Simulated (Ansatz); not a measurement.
# Grüneisen parameters and expansion of KBr (Fm-3m), part 2 of 4

Aim: how the vibrations of KBr shift with volume, and the expansion that follows.

What experiment has found for this phase:
- volume expansion coefficient 116.1 1e-6/K and heat capacity C_P per formula unit 52.3 J/mol/K near room temperature (given in “High-Throughput Prediction of Finite-Temperature Properties using the Quasi-Harmonic Approximation”, 2016, arXiv:1603.06924)
- volume expansion coefficient 117.6 1e-6/K near room temperature (given in “Descriptors for thermal expansion in solids”, 2017, arXiv:1701.03966)

Ansatz 0.2.0; DFT PBE, scalar-relativistic, plane waves, PAW.

So far. Step 2 (Probe on a coarse mesh): The start is under 0.72 GPa at this level and looks like an insulator or semiconductor on this mesh. Step 4 (Tight relaxation): The residual pressure is 9.3e-6 GPa, small enough for phonons.

### 5. Phonons, V/V0 1

Phonons at this volume give one point of F(V, T); meshes stay fixed along the series.

Input file input.yaml:

```yaml
crystal:
  lattice:
    - [0.0, 3.3527581501, 3.3527581501]
    - [3.3527581501, 0.0, 3.3527581501]
    - [3.3527581501, 3.3527581501, 0.0]
  atoms:
    - { symbol: K, position: [0.0, 0.0, 0.0] }
    - { symbol: Br, position: [0.5, 0.5, 0.5] }
kpoints:
  mp_grid: { grid: [8, 8, 8] }
hamiltonian:
  xc: pbe
scf:
  occupations: { method: fixed }
output:
  eigenvalues: true
phonons:
  method: dfpt
  dielectric: true
  rigid_motions: translations
  qmesh: [4, 4, 4]
  temperatures: { t_max: 1000, t_step: 50 }
  qpath:
    path:
      - [[0.0, 0.0, 0.0], [0.5, 0.0, 0.5], [0.625, 0.25, 0.625]]
      - [[0.375, 0.375, 0.75], [0.0, 0.0, 0.0], [0.5, 0.5, 0.5], [0.5, 0.25, 0.75], [0.5, 0.0, 0.5]]
    npoints: 10
```

Started as:

```console
$ ansatz run input.yaml --threads 2 --pin off --max-ram 5120MiB --backend cpu --events-out ev --progress --plain --runs-dir out
```

Numbers of over 12 decimals in the logs are rounded to 6 here.

The log of the run:

```text
[...]
Crystal: 2 atoms, lattice volume = 75.377 Å³
Basis set: ecut = 420 eV, 1459 PW (Γ), exchange–correlation on 64×64×64 points (8 copies of the dense FFT grid, shifted against one another)
Bands: 12, of which v1, the nominal top of the filled ones, is band 8 counted from 1 (7 counted from 0)
Symmetry: 48 space group operations
k-points: 59 of 512 (irreducible under 8 space group operations, time reversal used)
[...]
SCF iter   1: F=—  HF=-4324.504048 eV  |F-HF|=—  |Δ(HF+E_count)|=         —  Δρ=1.86e-4  dr2=2.29e-5  ethr=1.77e-3  ⟨swp⟩=5.7  Hψ=3922  notcnv=0  defer=104
[...]
SCF iter   9: F=-4324.504034 eV  HF=-4324.504034 eV  |F-HF|=4.55e-12  |Δ(HF+E_count)|=  6.37e-11  Δρ=6.85e-8  dr2=5.74e-12  ethr=1.00e-12  ⟨swp⟩=8.8  Hψ=4767  notcnv=0
SCF 1 converged in 9 iterations: F = -4324.504034 eV  dr2 = 5.74e-12
[...]
DFPT response loops at Γ: preconditioner auto → none (the input reference at scf.mixing.eps_inf says where Resta's filter doesn't serve); β = 0.50; Broyden in place of MSR1
NSCF: frozen V_eff on 29 k-points
[...]
DFPT response loops at q = (0, 0, -0.5) (fractional): preconditioner auto → Resta (q_TF=auto, 2.107 Å⁻¹)  ε∞=3.7 (no band partly filled); β = 1.00, the filter's whole step (`scf.mixing.beta` (0.50) is not read by the response loops at its default; to damp them type it under 1.00, their step now; it binds the ground state too); Broyden in place of MSR1
[...]
SCF converged after 9 iterations
Free energy (F): -4324.504034 eV
[...]
Internal energy: -4324.504034 eV  (E = F + TS)
E sigma→0 (E₀):  -4324.504034 eV
Fermi energy:    0.756822 eV
[...]
--- Band table (eV; the first three rows and the last of 59) ---
  k-point 0: bands = [... 4 lower, -10.5972, 0.7568, 0.7568, 0.7568, 5.0677, 8.3462, 8.3462, 8.3462]
  k-point 1: bands = [... 4 lower, -10.5591, 0.5519, 0.7105, 0.7105, 5.4408, 8.2404, 8.5219, 8.5219]
  k-point 2: bands = [... 4 lower, -10.4753, 0.1389, 0.6029, 0.6029, 6.2793, 8.1913, 9.0120, 9.0120]
  k-point 58: bands = [... 4 lower, -10.5086, 0.2085, 0.2085, 0.2673, 8.0864, 8.0864, 8.8305, 9.5531]
--- Phonons (Γ-DFPT): 2 representative perturbations + reference, on 59 of 512 k-points (Σ response iterations 6) ---
  k mesh reduced under 8 symmetry operations, with k and −k counted as one. Each operation leaves every solved perturbation unchanged. A smaller set is not considered because the run solves the response to a homogeneous field
  ASR residual: 1.225e-4 → 0.000e0 eV/Å²; symmetrization residual: 1.152e-6 eV/Å²
  ASR residual per site (eV/Å²): 6.70e-6 1.23e-4
  Γ frequencies (cm⁻¹): 0.00 0.00 0.00 100.25 100.25 100.25
  ε∞ (high-frequency dielectric tensor):
        2.497894     0.000000     0.000000
        0.000000     2.497894    -0.000000
       -0.000000     0.000000     2.497894
  ε⁰ (static dielectric tensor: ions relaxed, cell fixed):
        5.688375     0.000000    -0.000000
        0.000000     5.688375    -0.000000
       -0.000000     0.000000     5.688375
  ε⁰ − ε∞ (ionic part):
        3.190481     0.000000    -0.000000
        0.000000     3.190481     0.000000
       -0.000000     0.000000     3.190481
  softest optical mode at Γ: 100.25 cm⁻¹; the repairs (sum rule, projections) moved no ω² at Γ by more than (0.68 cm⁻¹)²
  Born effective charges Z* (e; rows j = field, columns β = displacement):
    site 0:
         1.13557    0.00000   -0.00000
        -0.00000    1.13557   -0.00000
        -0.00000   -0.00000    1.13557
    site 1:
        -1.13557   -0.00000    0.00000
         0.00000   -1.13557    0.00000
         0.00000    0.00000   -1.13557
  Z* charge neutrality: 2.352e-6 e pre-enforcement
  k-mesh period / interband length: 37.9 Å / 1.40 Å = 27.05 at k = (0.0000, 0.0000, 0.0000), direct gap 4.311 eV — 14 or more, which is no proof of convergence
  optical modes at Γ without the LO–TO term, one row a degenerate level:
      ω (cm⁻¹)  modes    IR ((D/Å)²/amu)
        100.25      3             3.3997
  optical modes at Γ + LO–TO along q̂ = [1.0000, 0.0000, 0.0000]:
      ω (cm⁻¹)  modes    IR ((D/Å)²/amu)
        100.25      2             2.2665
        151.29      1             1.1332
  optical modes at Γ + LO–TO along q̂ = [0.0000, 1.0000, 0.0000]:
      ω (cm⁻¹)  modes    IR ((D/Å)²/amu)
        100.25      2             2.2665
        151.29      1             1.1332
  optical modes at Γ + LO–TO along q̂ = [0.0000, 0.0000, 1.0000]:
      ω (cm⁻¹)  modes    IR ((D/Å)²/amu)
        100.25      2             2.2665
        151.29      1             1.1332
--- Phonons (arbitrary-q DFPT): 8 irreducible q on the 4×4×4 mesh ---
  q = [0.0000, 0.0000, 0.0000] (star 1, of the zone-centre solve; hermiticity 2.38e-6, symmetrization 9.22e-14): -0.00 -0.00 0.00 100.25 100.25 100.25
  q = [0.0000, 0.0000, 0.2500] (star 8, 2 solved perturbations on 288 of 512 k-point pairs; hermiticity 2.05e-6, symmetrization 1.02e-6): 40.08 40.08 57.02 95.50 95.50 145.15
[...]
q = [0.0000, 0.2500, 0.2500] (star 6, 4 solved perturbations in 528 linear systems a pass and spin channel, the states on 164 of 512 k-point pairs; hermiticity 1.33e-6, symmetrization 3.84e-7): 30.62 30.62 72.21 102.19 102.19 123.96
[...]
sum rule: each row above includes the acoustic sum rule's correction from the zone centre's row sums; it moved no ω² by more than (0.65 cm⁻¹)²
  mesh force constants: q→R imaginary residual 4.29e-18; ASR residual 1.225e-4 → 0.000e0 eV/Å²; symmetrization residual 1.554e-15 eV/Å²
  interpolated dispersion: 63 rows × 6 modes
  density of states and harmonic sums: on the 16×16×16 q-mesh, interpolated from the force constants of a 4×4×4 supercell (with the dipole–dipole term)
  largest difference from the sums on the solved wave vectors: F 1.47e-2 eV, S 1.87e-5 and C_V 3.97e-6 eV/K
  zero-point energy: 0.030644 eV/cell   skipped modes (ω ≤ 0): 3   left out of the sums: 1.22e-4 of the cell's modes: C_V's classical limit lies that fraction below 3 k_B per atom; for a crystal, a wire or a layer, F and S can be off by more, and a phonons.interpolated_qmesh denser along its periods is the remedy for the sampling
```

It took 2.6 min on 2 threads of Arm Neoverse V2, shared host; peak memory 1.2 GiB.

Numbers from this step:

```
Γ frequencies                            : 0, 0, 0, 100.2, 100.2, 100.2 cm⁻¹ (negative: imaginary)
lowest frequency on the path             : 0 cm⁻¹
zero-point energy                        : 0.03064 eV/cell
point group                              : m-3m
highest frequency                        : 151.3 cm⁻¹
Debye temperature from the second moment : 162 K
```

LO-TO term included. The phonon branches at the labelled points (cm⁻¹):

```
    point  branch 1  branch 2  branch 3  branch 4  branch 5  branch 6
        Γ         0         0         0       100       100       151
  halfway        31        31        72       102       102       124
        X        42        42        72       104       104       111
  halfway        45        51        71       102       106       110
        U        52        66        68        98       109       109
jump to K        52        66        68        98       109       109
  halfway        37        53        67        89       104       136
        Γ         0         0         0       100       100       151
  halfway        40        40        57        96        96       145
        L        63        63        86        86        88       135
  halfway        60        63        78        92       100       121
        W        60        60        71        99       107       107
  halfway        48        56        69       102       105       110
        X        42        42        72       104       104       111
```

The phonon branches as a text plot (rows in cm⁻¹):

```
    148 |***                      ***********
    142 |   *                    *           **
    136 |    **                 *              ****
    129 |                      *                   **
    123 |      *             **                      **
    117 |       *           *                          *
    110 |        ***********                            *********
    104 |  **************   *********                  *** ******
     98 |**             ***       ***********        ** *****
     91 |                  **   **           ***  ******
     85 |                    ***                ****
     79 |       ****       ****                *    ****
     72 |      *    *****      *              *         ****  ***
     66 |                **  ** *            *              **
     60 |    **         *  **  * *          *  ************* *
     54 |              * **  ** *             *             ***
     47 |   *          **      *  **       * *                **
     41 |         *****          *          *                  **
     35 |  *    **              * **      **
     28 |    ***                 *  *
     22 |   *                     ***    **
     16 | **                        **   *
      9 | *                          *  *
      3 |*                            **
         Γ           X  U|K            Γ         L        W     X
```

Tetrahedra on 16 16 16, mean over bins of 2 cm⁻¹. Table of phonon density of states by wavenumber; read off at these points:

wavenumber (cm⁻¹), phonon density of states (1/cm⁻¹/cell) and a bar:
```
      1.0      0.000 
      5.0      0.000 
      9.0      0.001 
     13.0      0.002 
     17.0      0.003 #
     21.0      0.006 #
     25.0      0.009 ##
     29.0      0.013 ###
     33.0      0.018 ####
     37.0      0.025 #####
     41.0      0.038 #######
     45.0      0.052 ##########
     49.0      0.057 ###########
     53.0      0.064 #############
     57.0      0.079 ################
     59.0      0.090 ##################
     61.0      0.070 ##############
     63.0      0.151 ##############################
     65.0      0.060 ############
     69.0      0.040 ########
     73.0      0.061 ############
     77.0      0.089 ##################
     79.0      0.058 ############
     83.0      0.011 ##
     87.0      0.030 ######
     91.0      0.075 ###############
     95.0      0.094 ###################
     99.0      0.117 #######################
    101.0      0.146 #############################
    103.0      0.146 #############################
    107.0      0.042 ########
    111.0      0.068 ##############
    115.0      0.034 #######
    119.0      0.029 ######
    123.0      0.026 #####
    127.0      0.025 #####
    131.0      0.025 #####
    135.0      0.021 ####
    139.0      0.015 ###
    143.0      0.011 ##
    147.0      0.007 #
    151.0      0.001
```

Harmonic. Thermo, by row:

```
T (K)  F_vib (meV/atom)  S (J/mol-atom/K)  C_V (J/mol-atom/K)
    0             15.32                 0                   0
   50             13.44             10.53               15.91
  100              4.28             23.96                  22
  150            -10.68             33.23               23.56
  200            -29.76              40.1               24.15
  250            -51.99             45.53               24.43
  300            -76.78             49.99               24.58
  350            -103.7             53.79               24.68
  400            -132.4             57.09               24.74
  450            -162.8             60.01               24.78
  500            -194.6             62.62               24.81
  550            -227.7             64.98               24.83
  600            -261.9             67.15               24.85
  650            -297.2             69.14               24.86
  700            -333.5             70.98               24.87
  750            -370.8              72.7               24.88
  800            -408.9              74.3               24.89
  850            -447.8             75.81               24.89
  900            -487.4             77.23                24.9
  950            -527.8             78.58                24.9
 1000            -568.8             79.86               24.91
```

The modes has structure finer than the step of the table below, so its rows give means over 5 cm⁻¹, whole bins alone (the curve runs from -10 to 165 cm⁻¹). Peaks (cm⁻¹: height): Br 62.8: 0.0893, 76.0: 0.0637, 101.4: 0.0351; K 101.4: 0.0983.

Phonopy on the run's constants, 15x15x15 mesh, Gaussian sigma 2.0 cm⁻¹. Table of modes by wavenumber; means over each step; values in 1/cm⁻¹/cell:

```
wavenumber (cm⁻¹)       Br        K
               -5   1.4e-5   4.7e-6
                0   9.1e-5   4.5e-5
                5   1.0e-4   5.0e-5
               10   9.5e-4   4.6e-4
               15  0.00174   8.2e-4
               20  0.00385  0.00177
               25  0.00595  0.00264
               30   0.0102  0.00436
               35   0.0154  0.00634
               40   0.0259   0.0100
               45   0.0372   0.0133
               50   0.0442   0.0138
               55   0.0549   0.0137
               60   0.0766   0.0118
               65   0.0643  0.00748
               70   0.0405  0.00742
               75   0.0577   0.0107
               80   0.0393  0.00760
               85  0.00846   0.0165
               90   0.0114   0.0523
               95   0.0210   0.0723
              100   0.0315   0.0922
              105   0.0237   0.0716
              110  0.00681   0.0419
              115  0.00232   0.0322
              120  0.00170   0.0261
              125  0.00202   0.0233
              130  0.00254   0.0216
              135  0.00298   0.0177
              140  0.00301   0.0110
              145  0.00245  0.00668
              150  0.00109  0.00252
              155   7.2e-5   1.6e-4
              160        0   1.0e-7
```

Born charge (rows field, columns displacement) (e), principal values of the symmetric part by kind of site:

```
atom  atoms with these values    low  middle   high   mean
  K1                        1   1.14    1.14   1.14   1.14
 Br2                        1  -1.14   -1.14  -1.14  -1.14
```

In full for K1:

```
1.14 0.00 0.00
0.00 1.14 0.00
0.00 0.00 1.14
```

ε∞:

```
2.50 0.00 0.00
0.00 2.50 0.00
0.00 0.00 2.50
```

No LO-TO term. Modes at Γ, with each element's share of the kinetic energy:

```
mode  frequency (cm⁻¹)  symmetry  K %  Br %
   1               0.0       T1u   33    67
   2               0.0       T1u   33    67
   3               0.0       T1u   33    67
   4             100.3       T1u   67    33
   5             100.3       T1u   67    33
   6             100.3       T1u   67    33
```

Displacements in mode 6 (100.3 cm⁻¹), the largest set to 1:
```
K1   0.00  1.00  0.46
Br2  0.00 -0.49 -0.23
```

No mode is imaginary beyond numerical noise at the solved wavevectors.

### 6. A cell at another volume, V/V0 1.015

Symmetry fixes every atom, so a single point at the scaled cell gives the energy and pressure of this member.

The cell differs from the one that the last finished run ended in (a 4.742 → 4.765 Å, b 4.742 → 4.765 Å, c 4.742 → 4.765 Å).

input.yaml, the sections that differ from step 5:

```yaml
crystal:
  lattice:
    - [0.0, 3.3694388135, 3.3694388135]
    - [3.3694388135, 0.0, 3.3694388135]
    - [3.3694388135, 3.3694388135, 0.0]
  atoms:
    - { symbol: K, position: [0.0, 0.0, 0.0] }
    - { symbol: Br, position: [0.5, 0.5, 0.5] }
output:
  forces: true
  stress: true
  eigenvalues: true
# kpoints, hamiltonian, scf: as in step 5
# phonons: removed
```

The log of the run:

```text
[...]
Crystal: 2 atoms, lattice volume = 76.507 Å³
Basis set: ecut = 420 eV, 1459 PW (Γ), exchange–correlation on 64×64×64 points (8 copies of the dense FFT grid, shifted against one another)
Bands: 12, of which v1, the nominal top of the filled ones, is band 8 counted from 1 (7 counted from 0)
Symmetry: 48 space group operations
[...]
k-points: 29 of 512
[...]
SCF iter   1: F=—  HF=-4324.503339 eV  |F-HF|=—  |Δ(HF+E_count)|=         —  Δρ=1.96e-4  dr2=2.64e-5  ethr=1.77e-3  ⟨swp⟩=5.6  Hψ=1914  notcnv=0  defer=50
[...]
SCF iter   6: F=-4324.503343 eV  HF=-4324.503343 eV  |F-HF|=1.80e-9  |Δ(HF+E_count)|=   2.82e-8  Δρ=1.32e-6  dr2=2.30e-9  ethr=5.24e-10  ⟨swp⟩=7.7  Hψ=2215  notcnv=0
SCF 1 converged in 6 iterations: F = -4324.503343 eV  dr2 = 2.30e-9
[...]
SCF converged after 6 iterations
Free energy (F): -4324.503343 eV
[...]
Internal energy: -4324.503343 eV  (E = F + TS)
E sigma→0 (E₀):  -4324.503343 eV
Fermi energy:    0.663214 eV
[...]
--- Stress (GPa, compression-positive) ---
       -0.193334       0.000000      -0.000000
       -0.000000      -0.193334      -0.000000
       -0.000000      -0.000000      -0.193334
  P = ⅓ Tr σ = -0.1933 GPa (-1.933 kbar)
--- Band table (eV; the first three rows and the last of 29) ---
  k-point 0: bands = [... 4 lower, -10.7236, 0.6632, 0.6632, 0.6632, 4.9366, 8.2461, 8.2461, 8.2461]
  k-point 1: bands = [... 4 lower, -10.6863, 0.4637, 0.6186, 0.6186, 5.3038, 8.1391, 8.4192, 8.4192]
  k-point 2: bands = [... 4 lower, -10.6042, 0.0610, 0.5150, 0.5150, 6.1350, 8.0805, 8.9018, 8.9018]
  k-point 28: bands = [... 4 lower, -10.6368, 0.1265, 0.1265, 0.1877, 7.9737, 7.9737, 8.6777, 9.3976]
```

Elapsed: 0.91 s, on 2 threads; peak memory 0.3 GiB.

Numbers from this step:

```yaml
pressure: -0.1933 GPa
gap_on_the_k_mesh: 4.273 eV
volume_per_atom: 38.25 Å³
```

At this level the gap is 4.27 eV on the k-mesh of the self-consistent run, which can miss the band edges.

### 7. Phonons, V/V0 1.015

Phonons at this volume give one point of F(V, T); meshes stay fixed along the series.

input.yaml, the sections that differ from step 6:

```yaml
output:
  eigenvalues: true
phonons:
  method: dfpt
  dielectric: true
  rigid_motions: translations
  qmesh: [4, 4, 4]
  temperatures: { t_max: 1000, t_step: 50 }
  qpath:
    path:
      - [[0.0, 0.0, 0.0], [0.5, 0.0, 0.5], [0.625, 0.25, 0.625]]
      - [[0.375, 0.375, 0.75], [0.0, 0.0, 0.0], [0.5, 0.5, 0.5], [0.5, 0.25, 0.75], [0.5, 0.0, 0.5]]
    npoints: 10
# crystal, kpoints, hamiltonian, scf: as in step 6
```

The log of the run:

```text
[...]
Crystal: 2 atoms, lattice volume = 76.507 Å³
Basis set: ecut = 420 eV, 1459 PW (Γ), exchange–correlation on 64×64×64 points (8 copies of the dense FFT grid, shifted against one another)
Bands: 12, of which v1, the nominal top of the filled ones, is band 8 counted from 1 (7 counted from 0)
Symmetry: 48 space group operations
k-points: 59 of 512 (irreducible under 8 space group operations, time reversal used)
[...]
optical modes at Γ + LO–TO along q̂ = [0.0000, 1.0000, 0.0000]:
      ω (cm⁻¹)  modes    IR ((D/Å)²/amu)
         96.45      2             2.2773
        148.65      1             1.1386
  optical modes at Γ + LO–TO along q̂ = [0.0000, 0.0000, 1.0000]:
      ω (cm⁻¹)  modes    IR ((D/Å)²/amu)
         96.45      2             2.2773
        148.65      1             1.1386
--- Phonons (arbitrary-q DFPT): 8 irreducible q on the 4×4×4 mesh ---
[...]
interpolated dispersion: 63 rows × 6 modes
[...]
[key lines of the parts left out:]
SCF converged after 8 iterations
Free energy (F): -4324.503343 eV
Fermi energy:    0.663175 eV
```

Elapsed: 2.7 min, on 2 threads; peak memory 1.2 GiB.

No mode is imaginary beyond numerical noise at the solved wavevectors. The highest zone-centre mode (no LO–TO term) moved by -3.8 % for a volume change of +1.5 %.

(Continued in part 3 of 4.)

[Logs are printed without paths, hosts, clocks, repeated set-up lines and the standing remarks that a program may print on its own settings, such as how far it seeks lower states.]

[Hosts, paths, dates, database ids (printed as entryN), source tags and the programs' standing remarks are cut or masked in the printed files.]

[A step with changed settings may run another functional than the one named; its input shows which.]

[Of the runs on displaced cells, only some may be shown.]
